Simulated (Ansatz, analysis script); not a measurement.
## Free-standing square Ti monolayer, spacing 2.904 Å: energy against the total moment

Aim: the energy of a free-standing square Ti monolayer, spacing 2.904 Å as its total moment is fixed at a series of values, and its answer to a field.

Calculated with Ansatz 0.2.0; LDA, PAW set soft_1 (files made for PBE).

**1. The starting structure**

The cell holds 1 atom: 1 Ti. Cell: a = 2.904 Å, b = 2.904 Å, c = 14.000 Å, α = 90.0°, β = 90.0°, γ = 90.0°. An idealised lattice of chosen spacing, in vacuum. Vacuum lies along c.

As a file:

```cif
data_structure
_symmetry_space_group_name_H-M 'P 1'
_symmetry_Int_Tables_number 1
_cell_length_a 2.9040
_cell_length_b 2.9040
_cell_length_c 14.0000
_cell_angle_alpha 90.000
_cell_angle_beta 90.000
_cell_angle_gamma 90.000
_cell_volume 118.07
loop_
_atom_site_label
_atom_site_type_symbol
_atom_site_fract_x
_atom_site_fract_y
_atom_site_fract_z
_atom_site_occupancy
Ti1 Ti 0.00000 0.00000 0.50000 1
```

**2. Two spin channels first**

A collinear run comes first: it shows whether moments survive, and how large they are.

Contents of input.yaml:

```yaml
crystal:
  lattice:
    - [2.904, 0.0, 0.0]
    - [0.0, 2.904, 0.0]
    - [0.0, 0.0, 14.0]
  atoms:
    - { symbol: Ti, position: [0.0, 0.0, 0.5], spin: 1.0 }
magnetization:
  spin_polarized: true
kpoints:
  mp_grid: { grid: [10, 10, 1] }
hamiltonian:
  xc: lda
  pseudopotentials: { kind: paw, azcp: { folder: soft_1 }, xc_functional: pbe }
scf:
  occupations: { method: fermi_dirac, width: 0.1 }
  max_iter: 120
  convergence: { dr2_threshold: 1.0e-08 }
  lower_state_search: "off"
output:
  write_density: true
  write_potential: true
  elf: true
  volumetric_format: npy
```

Command:

```bash
$ ansatz run input.yaml --threads 2 --pin off --max-ram 5120MiB --backend cpu --events-out ev --progress --plain --runs-dir out
```

Numbers of over 12 decimals in the logs are rounded to 6 here.

Log:

```text
Engine: ansatz 0.2.0, aarch64-unknown-linux-gnu
Pseudopotentials: kind: paw
Pseudopotential: Ti, paw, valence charge 12, recommended cutoff 420 eV (normal), soft_1/Ti.paw.azcp
Functional definition: SPW92
  exchange = slater_x
  correlation = pw_c
Crystal: 1 atoms, lattice volume = 118.065 Å³
Basis set: ecut = 420 eV, 2291 PW (Γ)
Bands: 11, of which v1, the nominal top of the filled ones, is band 6 counted from 1 (5 counted from 0)
Symmetry: 16 space group operations
Space group: P4/mmm (ITA 123), of the structure as read, at distance tolerance 4.9e-5 Å
Magnetic group: BNS 123.339 (UNI 999), of the structure as read, at distance tolerance 4.9e-5 Å
k-points: 21 of 100
Non-local potential: Ti, projectors of the file, l = 0: 3, l = 1: 2, l = 2: 3, l = 3: 1
PAW form: soft (Blöchl's): semilocal exchange-correlation on the pseudo side does not see the compensation charge
PAW frozen core: Ti, regenerated for the run's functional, and the local potential with it (the file was generated under x = pbe(κ = 0.804, μ = 0.219515), c = pbe(β = 0.066725))
PAW one-centre angular grid: Ti, 590 points (default); XC on 64 Gauss nodes
Initial density: superposition of atomic densities (neutral atoms: chi_scale 0, normalization atom)
Starting moments: Σ|m| = 1 μB on 1 of 1 site
Initial wavefunctions: pseudopotential atomic-orbital guess
Functional: x = slater, c = lda
SCF iter   1: F=—  HF=-2447.940714 eV  |F-HF|=—  |Δ(HF+E_count)|=         —  Δρ=1.59e-2 (↑1.59e-2 ↓1.57e-2)  dr2=1.81e0  dr2_m=7.83e-2  M=1.042 μB ∫|m|=1.042 μB  β_m=0.30  ethr=3.10e-3  ⟨swp⟩=5.5  Hψ=2804  notcnv=0
preconditioner: auto → LDOS  [metal: Δε(μ)=0.029 eV  Ē_g=3.068 eV  σ=0.100 eV  W_gap=0.07  n_scr=8 (ndim 8)  ℏωp=6.8 eV  f_vac=0.619  D(μ)=2.91/eV (n_scr^D=8)]
spin=Collinear: LDOS preconditioning applied to the charge; magnetization (m = ρ↑ − ρ↓) channel mixes plain (no charge-response kernel on spin).
SCF iter   2: F=—  HF=-2447.638226 eV  |F-HF|=—  |Δ(HF+E_count)|=   3.02e-1  Δρ=9.58e-3 (↑9.58e-3 ↓8.85e-3)  dr2=8.17e-1  dr2_m=3.10e-2  M=1.143 μB ∫|m|=1.143 μB  β_m=1.00  ethr=3.10e-3  ⟨swp⟩=1.9  Hψ=895  notcnv=0
SCF iter   3: F=—  HF=-2447.460906 eV  |F-HF|=—  |Δ(HF+E_count)|=   1.77e-1  Δρ=6.52e-3 (↑6.52e-3 ↓4.57e-3)  dr2=7.36e-2  dr2_m=9.31e-3  M=1.341 μB ∫|m|=1.341 μB  β_m=1.00  ethr=3.10e-3  ⟨swp⟩=2.1  Hψ=749  notcnv=0
SCF iter   4: F=—  HF=-2447.469569 eV  |F-HF|=—  |Δ(HF+E_count)|=   8.66e-3  Δρ=3.46e-3 (↑3.46e-3 ↓2.59e-3)  dr2=4.73e-2  dr2_m=4.50e-3  M=1.488 μB ∫|m|=1.488 μB  β_m=1.00  ethr=6.14e-4  ⟨swp⟩=2.6  Hψ=900  notcnv=0
SCF iter   5: F=—  HF=-2447.463499 eV  |F-HF|=—  |Δ(HF+E_count)|=   6.07e-3  Δρ=2.17e-3 (↑2.03e-3 ↓2.17e-3)  dr2=2.77e-3  dr2_m=3.44e-3  M=1.623 μB ∫|m|=1.623 μB  β_m=1.00  ethr=3.94e-4  ⟨swp⟩=2.0  Hψ=690  notcnv=0
SCF iter   6: F=—  HF=-2447.468731 eV  |F-HF|=—  |Δ(HF+E_count)|=   5.23e-3  Δρ=1.73e-3 (↑1.73e-3 ↓1.65e-3)  dr2=1.28e-3  dr2_m=2.79e-3  M=1.717 μB ∫|m|=1.717 μB  β_m=1.00  ethr=2.31e-5  ⟨swp⟩=2.1  Hψ=584  notcnv=0
SCF iter   7: F=—  HF=-2447.471629 eV  |F-HF|=—  |Δ(HF+E_count)|=   2.90e-3  Δρ=1.36e-3 (↑1.36e-3 ↓1.20e-3)  dr2=2.25e-4  dr2_m=1.70e-3  M=1.794 μB ∫|m|=1.794 μB  β_m=1.00  ethr=1.07e-5  ⟨swp⟩=1.6  Hψ=512  notcnv=0
SCF iter   8: F=—  HF=-2447.474227 eV  |F-HF|=—  |Δ(HF+E_count)|=   2.60e-3  Δρ=1.08e-3 (↑1.08e-3 ↓9.70e-4)  dr2=1.90e-4  dr2_m=1.05e-3  M=1.853 μB ∫|m|=1.853 μB  β_m=0.30  ethr=1.88e-6  ⟨swp⟩=1.7  Hψ=528  notcnv=0
Mixer restart at iter 8: flushing history
spin-set hold released at iteration 8 (site moments contracting): the magnetisation degrees of freedom join the quasi-Newton model from the next iteration; the mixer history was flushed
SCF iter   9: F=—  HF=-2447.476721 eV  |F-HF|=—  |Δ(HF+E_count)|=   2.49e-3  Δρ=1.17e-3 (↑1.17e-3 ↓1.04e-3)  dr2=1.57e-4  dr2_m=1.26e-3  M=1.874 μB ∫|m|=1.874 μB  β_m=0.44  ethr=1.58e-6  ⟨swp⟩=1.7  Hψ=607  notcnv=0
SCF iter  10: F=—  HF=-2447.480926 eV  |F-HF|=—  |Δ(HF+E_count)|=   4.20e-3  Δρ=1.00e-3 (↑1.00e-3 ↓9.19e-4)  dr2=8.59e-5  dr2_m=9.81e-4  M=1.954 μB ∫|m|=1.954 μB  β_m=0.82  ethr=1.31e-6  ⟨swp⟩=2.0  Hψ=753  notcnv=0
SCF iter  11: F=—  HF=-2447.482510 eV  |F-HF|=—  |Δ(HF+E_count)|=   1.58e-3  Δρ=2.05e-4 (↑2.05e-4 ↓1.37e-4)  dr2=2.71e-5  dr2_m=1.82e-5  M=2.057 μB ∫|m|=2.057 μB  β_m=0.79  ethr=7.16e-7  ⟨swp⟩=2.1  Hψ=776  notcnv=0
SCF iter  12: F=—  HF=-2447.482521 eV  |F-HF|=—  |Δ(HF+E_count)|=   1.07e-5  Δρ=8.44e-5 (↑4.82e-5 ↓8.44e-5)  dr2=4.22e-6  dr2_m=3.90e-6  M=2.053 μB ∫|m|=2.053 μB  β_m=0.82  ethr=2.26e-7  ⟨swp⟩=2.6  Hψ=752  notcnv=0
SCF iter  13: F=—  HF=-2447.482529 eV  |F-HF|=—  |Δ(HF+E_count)|=   8.47e-6  Δρ=3.32e-5 (↑3.32e-5 ↓2.80e-5)  dr2=3.81e-7  dr2_m=8.40e-7  M=2.056 μB ∫|m|=2.056 μB  β_m=0.91  ethr=3.52e-8  ⟨swp⟩=2.4  Hψ=674  notcnv=0
SCF iter  14: F=—  HF=-2447.482531 eV  |F-HF|=—  |Δ(HF+E_count)|=   2.12e-6  Δρ=3.84e-6 (↑3.18e-6 ↓3.84e-6)  dr2=3.22e-8  dr2_m=5.35e-9  M=2.059 μB ∫|m|=2.059 μB  β_m=0.95  ethr=3.17e-9  ⟨swp⟩=2.3  Hψ=785  notcnv=0
iter 15 did not close the SCF: its close was put off for the exchange–correlation potential of the local minority spin (scf_convergence_deferred on its scf_iter line)
SCF iter  15: F=-2447.482531 eV  HF=-2447.482531 eV  |F-HF|=1.34e-9  |Δ(HF+E_count)|=   3.78e-8  Δρ=1.12e-6 (↑1.12e-6 ↓1.08e-6)  dr2=5.79e-10  dr2_m=1.10e-9  M=2.059 μB ∫|m|=2.059 μB  β_m=0.97  ethr=8.33e-11  ⟨swp⟩=2.9  Hψ=1229  notcnv=0
SCF iter  16: F=-2447.482531 eV  HF=-2447.482531 eV  |F-HF|=2.36e-11  |Δ(HF+E_count)|=   1.03e-7  Δρ=1.86e-7 (↑1.86e-7 ↓1.37e-7)  dr2=4.46e-11  dr2_m=1.94e-11  M=2.059 μB ∫|m|=2.059 μB  ethr=4.83e-12  ⟨swp⟩=1.4  Hψ=1637  notcnv=0
SCF 1 converged in 16 iterations: F = -2447.482531 eV  dr2 = 4.46e-11
  greatest PAW one-centre occupation: 0.998 electrons in one spin orbital (limit 2), on the Ti atom at site 0 (counted from 0), in its partial waves of l = 0
WARN: The output density's exchange-correlation potential varies sharply where the density is thin. Do not read a vacuum level from v_tot or v_xc, or from such a field of the output density. On a cell that repeats whose density bears no net charge and no dipole along the vacuum's axis use v_es (v_loc + v_h of the components); under efield.dipole_correction with no amplitude use v_es + v_field, which holds any externa [...]
SCF converged after 16 iterations
Magnetization: 2.0590 μB (7.0295 up, 4.9705 down)
Absolute magnetization: 2.0590 μB (∫|ρ↑−ρ↓|, with the PAW one-centre terms)
Spin contamination: 0.0014 ħ² per cell (⟨S²⟩ above its minimum at these occupations)
Per-site moments (μB) at R_I (Å): [(1.451934, 1.1979)]
Free energy (F): -2447.482531 eV
Harris-Foulkes:  -2447.482531 eV  (|F-HF|=2.36e-11)
Internal energy: -2447.399143 eV  (E = F + TS)
E sigma→0 (E₀):  -2447.440837 eV
Entropy (-TS):   -0.083388 eV (-83.388 meV/atom)
Fermi energy:    -1.468330 eV
--- Per-component energies (eV) ---
  E_band       = -332.864147
  E_kinetic    = 277.554839
  E_local      = -3830.858527  (includes V_loc(G=0)·N_el)
  E_nonlocal   = 66.859987
  E_hartree    = 1734.747155
  E_xc         = -111.318943
  E_vxc        = -140.107258  (∫ρ·V_xc dr)
  E_paw        = -994.638196  (= ΣΔE_a)
  E_vpaw       = -175.807191  (= ΣTr[D̂ρ^β])
  E_aug_tail   = -0.000084  (compensation charges beyond the density's cutoff)
  E_ewald      = 409.928675
  E_core_change = 0.325951  (= ΣΔE_core)
  E_smearing   = -0.083388  (= −TS)
  E_closure    = 0.000000  (closes the sum)
  Σ components = -2447.482531   (vs F -2447.482531, Δ=0.00e0)
--- Band table (eV; the first three rows and the last of 42) ---
  k-point 0 ↑: bands = [... 2 lower, -34.8679, -34.8679, -5.5488, -2.8339, -2.1193, -1.4836, -0.2557, -0.2557, ... 1 higher]
  k-point 1 ↑: bands = [... 2 lower, -34.9030, -34.8650, -5.3351, -2.7272, -2.0338, -1.5989, -0.2385, -0.1155, ... 1 higher]
  k-point 2 ↑: bands = [... 2 lower, -34.9942, -34.8574, -4.7393, -2.4396, -1.8971, -1.7807, -0.1933, 0.3266, ... 1 higher]
  k-point 20 ↓: bands = [... 2 lower, -33.9725, -33.9725, -2.3807, -0.5353, -0.5353, 0.6632, 2.7398, 4.3629, ... 1 higher]
```

It took 2.6 s on 2 threads of Arm Neoverse V2, shared host; peak memory 0.33 GiB; 4.8 s of CPU time.

Spin moment in the atom's sphere by atom:

| atom | spin moment in the atom's sphere (μB) |
| --- | --- |
| Ti1 | 1.45 |

The run ends ferromagnetic, with a net moment of 2.06 μB a cell. With one Ti atom carrying the moment, parallel order of its images is forced by the cell, not found.

Spin density in the ca plane at fractional y = 0.000, with atoms of Ti within 0.2 Å of it.

Values in units of 1e-1 e/Å³, 5 rows by 16 columns, each cell a mean:
```
0.0 0.0 0.0 0.0 0.0 0.1 0.3 3.7 5.2 0.6 0.1 0.0 0.0 0.0 0.0 0.0
0.0 0.0 0.0 0.0 0.0 0.1 0.3 1.0 1.2 0.4 0.1 0.0 0.0 0.0 0.0 0.0
0.0 0.0 0.0 0.0 0.0 0.1 0.2 0.6 0.7 0.3 0.1 0.0 0.0 0.0 0.0 0.0
0.0 0.0 0.0 0.0 0.0 0.1 0.3 1.6 2.1 0.4 0.1 0.0 0.0 0.0 0.0 0.0
0.0 0.0 0.0 0.0 0.0 0.1 0.3 4.7 6.7 0.6 0.1 0.0 0.0 0.0 0.0 0.0
```
Columns run along c (14.0 Å), rows up along a (2.9 Å). Atoms in or near the plane, at fractional coordinates: Ti at (0.50, 0.00).

Valence density in the ca plane at fractional y = 0.000, with atoms of Ti within 0.2 Å of it. It is the smooth field of the valence electrons, not physical close to the nuclei.

Values in units of 1e0 e/Å³, 5 rows by 16 columns, each cell a mean:
```
0.0 0.0 0.0 0.0 0.0 0.0 0.1 3.0 4.6 0.2 0.0 0.0 0.0 0.0 0.0 0.0
0.0 0.0 0.0 0.0 0.0 0.0 0.0 0.3 0.4 0.1 0.0 0.0 0.0 0.0 0.0 0.0
0.0 0.0 0.0 0.0 0.0 0.0 0.0 0.2 0.2 0.1 0.0 0.0 0.0 0.0 0.0 0.0
0.0 0.0 0.0 0.0 0.0 0.0 0.1 0.8 1.1 0.1 0.0 0.0 0.0 0.0 0.0 0.0
0.0 0.0 0.0 0.0 0.0 0.0 0.1 4.3 6.5 0.2 0.0 0.0 0.0 0.0 0.0 0.0
```
Columns run along c (14.0 Å), rows up along a (2.9 Å). Atoms in or near the plane, at fractional coordinates: Ti at (0.50, 0.00).

ELF in the ca plane at fractional y = 0.000, with atoms of Ti within 0.2 Å of it. It is the smooth field of the valence electrons, not physical close to the nuclei.

Ten even steps from '0' (0.00) to '9' (0.73), each cell a mean:
```
0000000000000111028999610111000000000000
0000000000001122114886312221000000000000
0000000000001234432333234421000000000000
0000000000001245655444566532100000000000
0000000000001235543333455431100000000000
0000000000001123213564222321000000000000
0000000000000111126999411111000000000000
0000000000000111039989610111000000000000
```
Columns run along c (14.0 Å), rows up along a (2.9 Å). Atoms in or near the plane, at fractional coordinates: Ti at (0.50, 0.00).

**3. The same state on a denser mesh**

Levels at the Fermi energy are partly filled, so moments and energy differences can hang on the k-mesh, and the state is solved again on a denser one.

input.yaml, the sections that differ from step 2:

```yaml
crystal:
  lattice:
    - [2.904, 0.0, 0.0]
    - [0.0, 2.904, 0.0]
    - [0.0, 0.0, 14.0]
  atoms:
    - { symbol: Ti, position: [0.0, 0.0, 0.5], spin: 1.45 }
kpoints:
  mp_grid: { grid: [19, 19, 1] }
basis:
  ecutwfc: 420.0
checkpoint:
  read: start
  write: ck
  compress: false
  write_wavefunctions: false
  write_every: 100000
# magnetization, hamiltonian, scf: as in step 2
# output: removed
```

Log:

```text
[...]
SCF converged after 7 iterations
Magnetization: 2.0230 μB (7.0115 up, 4.9885 down)
Absolute magnetization: 2.0231 μB (∫|ρ↑−ρ↓|, with the PAW one-centre terms)
[...]
Per-site moments (μB) at R_I (Å): [(1.424072, 1.1979)]
Free energy (F): -2447.481992 eV
[...]
Internal energy: -2447.399673 eV  (E = F + TS)
E sigma→0 (E₀):  -2447.440832 eV
Entropy (-TS):   -0.082319 eV (-82.319 meV/atom)
Fermi energy:    -1.463000 eV
[...]
```

It took 2.5 s on 2 threads; peak memory 0.38 GiB.

Spin moment in the atom's sphere by atom:

| atom | spin moment in the atom's sphere (μB) |
| --- | --- |
| Ti1 | 1.42 |

The run ends ferromagnetic, with a net moment of 2.02 μB a cell, against 2.06 μB on the first mesh.

**4. The non-magnetic reference**

The state without spin is the zero of E(M).

input.yaml, the sections that differ from step 3:

```yaml
crystal:
  lattice:
    - [2.904, 0.0, 0.0]
    - [0.0, 2.904, 0.0]
    - [0.0, 0.0, 14.0]
  atoms:
    - { symbol: Ti, position: [0.0, 0.0, 0.5] }
scf:
  occupations: { method: fermi_dirac, width: 0.1 }
  max_iter: 120
  convergence: { dr2_threshold: 1.0e-08 }
# kpoints, hamiltonian, basis: as in step 3
# magnetization: removed
# checkpoint: removed
```

Command:

```bash
$ ansatz run input.yaml --threads 1 --pin off --max-ram 2560MiB --backend cpu --events-out ev --progress --plain --runs-dir out
```

Log:

```text
[...]
Crystal: 1 atoms, lattice volume = 118.065 Å³
Basis set: ecut = 420 eV, 2291 PW (Γ)
Bands: 10, of which v1, the nominal top of the filled ones, is band 6 counted from 1 (5 counted from 0)
Symmetry: 16 space group operations
[...]
k-points: 55 of 361
[...]
SCF iter   1: F=—  HF=-2447.967873 eV  |F-HF|=—  |Δ(HF+E_count)|=         —  Δρ=2.84e-2  dr2=1.92e0  ethr=3.10e-3  ⟨swp⟩=5.1  Hψ=3376  notcnv=0
[...]
SCF iter   9: F=-2447.409369 eV  HF=-2447.409369 eV  |F-HF|=3.56e-9  |Δ(HF+E_count)|=   7.81e-8  Δρ=1.62e-6  dr2=2.55e-9  ethr=8.33e-11  ⟨swp⟩=1.0  Hψ=1524  notcnv=0
SCF 1 converged in 9 iterations: F = -2447.409369 eV  dr2 = 2.55e-9
[...]
SCF converged after 9 iterations
Free energy (F): -2447.409369 eV
[...]
Internal energy: -2447.267045 eV  (E = F + TS)
E sigma→0 (E₀):  -2447.338207 eV
Entropy (-TS):   -0.142324 eV (-142.324 meV/atom)
Fermi energy:    -1.400427 eV
[...]
```

Run time: 2.6 s. Hardware: 1 thread; peak memory 0.33 GiB.

The free collinear run lies 72.6 meV below it.

**5. Without spin, levels printed**

Edit input.yaml of step 4 so:

```diff
@@ -18 +18,3 @@
   ecutwfc: 420.0
+output:
+  eigenvalues: true
```

Log:

```text
[...]
Crystal: 1 atoms, lattice volume = 118.065 Å³
Basis set: ecut = 420 eV, 2291 PW (Γ)
Bands: 10, of which v1, the nominal top of the filled ones, is band 6 counted from 1 (5 counted from 0)
Symmetry: 16 space group operations
[...]
k-points: 55 of 361
[...]
SCF iter   1: F=—  HF=-2447.967873 eV  |F-HF|=—  |Δ(HF+E_count)|=         —  Δρ=2.84e-2  dr2=1.92e0  ethr=3.10e-3  ⟨swp⟩=5.1  Hψ=3376  notcnv=0
[...]
SCF iter   9: F=-2447.409369 eV  HF=-2447.409369 eV  |F-HF|=3.56e-9  |Δ(HF+E_count)|=   7.81e-8  Δρ=1.62e-6  dr2=2.55e-9  ethr=8.33e-11  ⟨swp⟩=1.5  Hψ=1816  notcnv=0
SCF 1 converged in 9 iterations: F = -2447.409369 eV  dr2 = 2.55e-9
[...]
SCF converged after 9 iterations
Free energy (F): -2447.409369 eV
[...]
Internal energy: -2447.267045 eV  (E = F + TS)
E sigma→0 (E₀):  -2447.338207 eV
Entropy (-TS):   -0.142324 eV (-142.324 meV/atom)
Fermi energy:    -1.400427 eV
[...]
--- Band table (eV; the first three rows and the last of 55) ---
[...]
```

Elapsed: 2.8 s, on 1 thread; peak memory 0.33 GiB.

**6. Total moment fixed at 0.278 μB**

Two Fermi levels, one a spin, hold the total moment exactly, which reaches states that a free run would leave.

input.yaml, the sections that differ from step 5:

```yaml
crystal:
  lattice:
    - [2.904, 0.0, 0.0]
    - [0.0, 2.904, 0.0]
    - [0.0, 0.0, 14.0]
  atoms:
    - { symbol: Ti, position: [0.0, 0.0, 0.5], spin: 0.278 }
magnetization:
  spin_polarized: true
  initial_magnetization: 0.278
  spin_locking: { lock_magnetization: hard }
scf:
  occupations: { method: fermi_dirac, width: 0.1 }
  max_iter: 120
  convergence: { dr2_threshold: 1.0e-08 }
  lower_state_search: "off"
# kpoints, hamiltonian, basis: as in step 5
# output: removed
```

Log:

```text
[...]
Crystal: 1 atoms, lattice volume = 118.065 Å³
Basis set: ecut = 420 eV, 2291 PW (Γ)
Bands: 11, of which v1, the nominal top of the filled ones, is band 6 counted from 1 (5 counted from 0)
Symmetry: 16 space group operations
[...]
k-points: 55 of 361
[...]
Starting moments: Σ|m| = 0.278 μB on 1 of 1 site
[...]
SCF iter   1: F=—  HF=-2447.965807 eV  |F-HF|=—  |Δ(HF+E_count)|=         —  Δρ=1.45e-2 (↑1.45e-2 ↓1.42e-2)  dr2=1.91e0  dr2_m=6.85e-3  M=0.278 μB ∫|m|=0.278 μB  β_m=0.30  ethr=3.10e-3  ⟨swp⟩=5.6  Hψ=7207  notcnv=0
[...]
SCF iter  11: F=-2447.412044 eV  HF=-2447.412044 eV  |F-HF|=4.55e-12  |Δ(HF+E_count)|=  1.09e-10  Δρ=4.03e-8 (↑4.03e-8 ↓3.98e-8)  dr2=4.43e-12  dr2_m=5.14e-13  M=0.278 μB ∫|m|=0.278 μB  ethr=3.15e-12  ⟨swp⟩=1.0  Hψ=3229  notcnv=0
SCF 1 converged in 11 iterations: F = -2447.412044 eV  dr2 = 4.43e-12
[...]
SCF converged after 11 iterations
Stability checked in part: among states of this total moment the steps that led to this state did not find it unstable. No probe was made; neither looks for a lower state of another moment (fixed_total_moment; see scf.lower_state_search)
an eigenvalue changed by more than its tolerance at an iteration that met the thresholds in force, so the SCF went on 1 time: the last check found none over its tolerance
Magnetization: 0.2780 μB (6.1390 up, 5.8610 down)
Absolute magnetization: 0.2780 μB (∫|ρ↑−ρ↓|, with the PAW one-centre terms)
[...]
Per-site moments (μB) at R_I (Å): [(0.191023, 1.1979)]
Free energy (F): -2447.412044 eV
[...]
Internal energy: -2447.271773 eV  (E = F + TS)
E sigma→0 (E₀):  -2447.341909 eV
Entropy (-TS):   -0.140271 eV (-140.271 meV/atom)
Fermi energy:    -1.400181 (↑ -1.419200, ↓ -1.381162) eV
[...]
```

Elapsed: 6.8 s, on 1 thread; peak memory 0.38 GiB.

The energy is -2.68 meV from the state without spin, and the largest site carries 0.191 μB.

**7. Total moment fixed at 0.556 μB**

input.yaml, the sections that differ from step 6:

```yaml
crystal:
  lattice:
    - [2.904, 0.0, 0.0]
    - [0.0, 2.904, 0.0]
    - [0.0, 0.0, 14.0]
  atoms:
    - { symbol: Ti, position: [0.0, 0.0, 0.5], spin: 0.556 }
magnetization:
  spin_polarized: true
  initial_magnetization: 0.556
  spin_locking: { lock_magnetization: hard }
# kpoints, hamiltonian, scf, basis: as in step 6
```

Log:

```text
[...]
Crystal: 1 atoms, lattice volume = 118.065 Å³
Basis set: ecut = 420 eV, 2291 PW (Γ)
Bands: 11, of which v1, the nominal top of the filled ones, is band 6 counted from 1 (5 counted from 0)
Symmetry: 16 space group operations
[...]
k-points: 55 of 361
[...]
Starting moments: Σ|m| = 0.556 μB on 1 of 1 site
[...]
Magnetization: 0.5560 μB (6.2780 up, 5.7220 down)
Absolute magnetization: 0.5560 μB (∫|ρ↑−ρ↓|, with the PAW one-centre terms)
[...]
Per-site moments (μB) at R_I (Å): [(0.382523, 1.1979)]
Free energy (F): -2447.419696 eV
[...]
Internal energy: -2447.285056 eV  (E = F + TS)
E sigma→0 (E₀):  -2447.352376 eV
Entropy (-TS):   -0.134640 eV (-134.640 meV/atom)
Fermi energy:    -1.400314 (↑ -1.435701, ↓ -1.364926) eV
[...]
[key lines of the parts left out:]
SCF converged after 10 iterations
```

Run time: 6.8 s. Hardware: 1 thread; peak memory 0.37 GiB.

The energy is -10.3 meV from the state without spin, and the largest site carries 0.383 μB.

[end of part 1 of 2]

[Logs and program files are shortened in this print: banners, set-up blocks, solver, clock and traceback lines can be left out without a mark of their own.]

[Logs are printed without paths, hosts, clocks, repeated set-up lines and the standing remarks that a program may print on its own settings, such as how far it seeks lower states.]

[Hosts, paths, dates, database ids (printed as entryN), source tags and the programs' standing remarks are cut or masked in the printed files.]
